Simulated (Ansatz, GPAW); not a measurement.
# A 4-layer slab of Sr(110): simulated STM images, part 4 of 4

Aim: Tersoff-Hamann images of a 4-layer slab of Sr(110) at several biases.

GPAW 26.7.0 and Ansatz 0.2.0; Ansatz plane waves; slab in vacuum with a dipole correction, relaxation (the session's first sound run).

So far, upper work function (eV): step 2 (relaxation, PBE) 2.57; step 3 (the slab's potential, PBE, GPAW) 2.57.

## Step 4: A second plane-wave code (continued)

Band density in the ca plane at fractional y = 0.000, with atoms of Sr within 0.2 Å of it.

Values in units of 1e-2 Å⁻³, 9 rows by 16 columns, each cell a mean:
```
0.0 0.2 0.6 1.4 2.5 3.5 6.8 5.8 4.7 4.9 5.1 8.4 2.4 0.9 0.3 0.1
0.1 0.2 0.8 2.1 3.4 3.9 3.4 3.3 5.2 6.0 4.9 3.5 1.9 0.8 0.2 0.1
0.1 0.3 1.2 3.2 4.7 4.2 3.0 2.9 4.7 5.7 4.1 2.2 1.4 0.6 0.2 0.1
0.1 0.4 1.7 4.3 5.7 4.0 2.9 2.6 3.4 4.5 3.5 2.1 1.2 0.5 0.2 0.0
0.1 0.4 1.8 4.7 5.9 3.8 2.8 2.4 2.8 3.9 3.2 2.0 1.1 0.4 0.1 0.0
0.1 0.4 1.5 4.1 5.5 4.1 3.0 2.7 3.8 4.8 3.6 2.1 1.2 0.5 0.2 0.0
0.1 0.3 1.1 2.9 4.4 4.1 3.0 2.9 4.9 5.9 4.2 2.3 1.5 0.7 0.2 0.1
0.1 0.2 0.7 1.8 3.1 3.8 4.2 4.0 5.2 5.8 5.4 5.0 2.1 0.8 0.3 0.1
0.0 0.2 0.5 1.3 2.4 3.4 6.9 5.5 4.5 4.5 4.0 7.9 2.4 0.9 0.3 0.1
```
Columns run along c (16.0 Å, from fractional 0.15 to 0.86 of the cell), rows up along a (6.1 Å). Atoms in or near the plane, at fractional coordinates: Sr at (0.45, 0.00), Sr at (0.64, 0.00).

Electrostatic potential energy in the ca plane at fractional y = 0.000, with atoms of Sr within 0.2 Å of it. With pseudopotentials it is smooth inside the atoms' cores, unlike the true potential.

Ten even steps from '0' (-53 eV) to '9' (3 eV), each cell a mean:
```
99999999999999987200048999973000278999999999
99999999999999998621368999986312688999999999
99999999999999998877789999998777889999999999
99999999999999999998999999999888999999999999
99999999999999999999999999999999999999999999
99999999999999999999999999999999999999999999
99999999999999999999999999999999999999999999
99999999999999999999999999999999999999999999
99999999999999999999999999999999999999999999
99999999999999999999999999999999999999999999
99999999999999999999999999999999999999999999
99999999999999999999999999999999999999999999
99999999999999999888889999998888899999999999
99999999999999998754678999987545789999999999
99999999999999987300058999985000478999999999
99999999999999986100037999973000168999999999
```
Columns run along c (16.0 Å, from fractional 0.15 to 0.86 of the cell; values clipped at the 3rd and 97th percentile), rows up along a (6.1 Å). Atoms in or near the plane, at fractional coordinates: Sr at (0.45, 0.00), Sr at (0.64, 0.00).

The upper face's work function is 2.564 eV, against 2.566 eV in the first plane-wave PBE run at this geometry.

## Step 5: Side by side

Results and costs are gathered.

This step: comparison of work functions, dipole and cost (GPAW 26.7.0).

Ladder, by row:

| step | code | work function, upper (eV) | work function, lower (eV) | dipole (e Å) | wall time (s) | peak memory (GiB) | threads |
| --- | --- | --- | --- | --- | --- | --- | --- |
| pw | GPAW | 2.567 | 2.565 | -2.89e-4 | 228.7 | 0.48 | 1 |
| ansatz | Ansatz | 2.564 | 2.563 | -2.52e-4 | 6.78 | 0.889 | 4 |

## Step 6: A changed run

One more run, with changed settings.

This step: GPAW, PAW setups; slab in vacuum (GPAW 26.7.0).

run.py reads:

```python
import json
import numpy as np
from ase import Atoms
from gpaw import GPAW, PW

slab = Atoms(
    ['Sr', 'Sr', 'Sr', 'Sr'],
    positions=[
        [3.04000, 2.14960, 8.00000],
        [0.00000, 0.00000, 10.14960],
        [3.04000, 2.14960, 12.16018],
        [-0.00000, 0.00000, 14.28037]],
    cell=[[6.08, 0.0, 0.0], [0.0, 4.29921, 0.0], [0.0, 0.0, 22.44881]],
    pbc=[True, True, False])

slab.calc = GPAW(mode=PW(400), xc='PBE', kpts={'size': (1, 1, 1), 'gamma': True},
                 occupations={'name': 'fermi-dirac', 'width': 0.1}, nbands='140%',
                 convergence={'density': 1e-05}, maxiter=50,
                 poissonsolver={'dipolelayer': 'xy'},
                 symmetry={'tolerance': 1e-3}, txt='slab.txt')
result = {}
energy = slab.get_potential_energy()
fermi = slab.calc.get_fermi_level()
v = slab.calc.get_electrostatic_potential().mean((0, 1)) - fermi
n = slab.calc.get_pseudo_density().mean((0, 1))
L = slab.cell[2, 2]
z = np.arange(len(v)) * L / len(v)
low, high = slab.positions[:, 2].min(), slab.positions[:, 2].max()
below, above = np.interp([low - 5.8, high + 5.8], z, v)
slopes = [np.interp(x, z, np.gradient(v, z)) for x in (low - 5.8, high + 5.8)]
eps = np.array([[slab.calc.get_eigenvalues(k, s) for k in range(len(slab.calc.get_ibz_k_points()))]
                for s in range(slab.calc.get_number_of_spins())]) - fermi
top, bottom = eps[eps < 0].max(), eps[eps > 0].min()
dipole = slab.get_dipole_moment()[2]
print(f'energy {energy:.4f} eV, Fermi level {fermi:.4f} eV, dipole {dipole:.5f} e A')
print(f'potential 5.8 A off the faces, from the Fermi level: lower {below:.4f} eV, upper {above:.4f} eV')
print(f'slope of the potential there: lower {slopes[0]:.5f}, upper {slopes[1]:.5f} eV/A')
print(f'nearest levels on the mesh: {top:.4f} and {bottom:.4f} eV')
print('magnetic moment', round(slab.get_magnetic_moment(), 3))
result.update(energy=energy, fermi=fermi, dipole=dipole, below=below, above=above, slopes=slopes, edges=[top, bottom],
              z=z.tolist(), v=v.tolist(), n=n.tolist(), positions=slab.positions.tolist(),
              forces=slab.get_forces(apply_constraint=False).tolist(), moments=slab.get_magnetic_moments().tolist())
json.dump(result, open('result.json', 'w'))
```

Started as:

```sh
$ OMP_NUM_THREADS=1 OPENBLAS_NUM_THREADS=1 python run.py
```

Numbers of over 12 decimals in the logs are rounded to 6 here.

Output:

```text
energy -9.2544 eV, Fermi level -0.6654 eV, dipole 0.00026 e A
potential 5.8 A off the faces, from the Fermi level: lower 3.2849 eV, upper 3.2830 eV
slope of the potential there: lower -0.00086, upper 0.00085 eV/A
nearest levels on the mesh: -0.2734 and 0.2715 eV
magnetic moment 0.0
```

Elapsed: 9.3 s, on 1 thread of Intel Xeon Platinum 8488C (Sapphire Rapids), shared host; peak memory 0.22 GiB.

The run finished. A setting was moved off its sound value on purpose, so it serves as a test and not as the result.

The fault put into the input: one k-point (kpts = [1, 1]).

The two runs compared:

| quantity | this run | sound run | difference |
| --- | --- | --- | --- |
| upper work function (eV) | 3.2830 | 2.5665 | 0.717 |
| lower work function (eV) | 3.2849 | 2.5646 | 0.720 |

The two runs differ clearly in the lower work function: 3.28 eV against 2.56 eV.

## Step 7: What came out

```json
{
 "work function, both faces": "2.57 eV",
 "dipole along the normal": "-2.9e-4 e Å, near the numerical noise",
 "corrugation at -1 V": "0.723 Å",
 "corrugation at 1 V": "0.842 Å"
}
```

In words: The corrugation at constant current is largest at 1 V, where the tip height varies by 0.84 Å over the cell. Negative sample bias images filled states, positive bias empty ones. The two plane-wave codes differ by 0.0021 eV on the upper face. The images are of Tersoff-Hamann type: an s-wave tip, no tip-sample forces, heights closer than in a microscope. Ansatz gives corrugations of 0.71 Å at -1 V (GPAW 0.72) and 0.83 Å at 1 V (GPAW 0.84). GPAW's time includes a further run over the whole zone for the images, so the two times are not like for like. The small printed dipole stands for a step of 2.0 meV from the lower to the upper face, and the probes find 1.9 meV; values this small are near the numerical noise of both. The slab is only 6.3 Å thick between its outer nuclei, so the values belong to this film more than to the surface of the bulk metal. The in-plane lattice was kept as typed, which isn't the functional's own and leaves some strain; spin-orbit coupling and temperature are left out.

[Logs are printed without paths, hosts, clocks, repeated set-up lines and the standing remarks that a program may print on its own settings, such as how far it seeks lower states.]

[Hosts, paths, dates, database ids (printed as entryN), source tags and the programs' standing remarks are cut or masked in the printed files.]
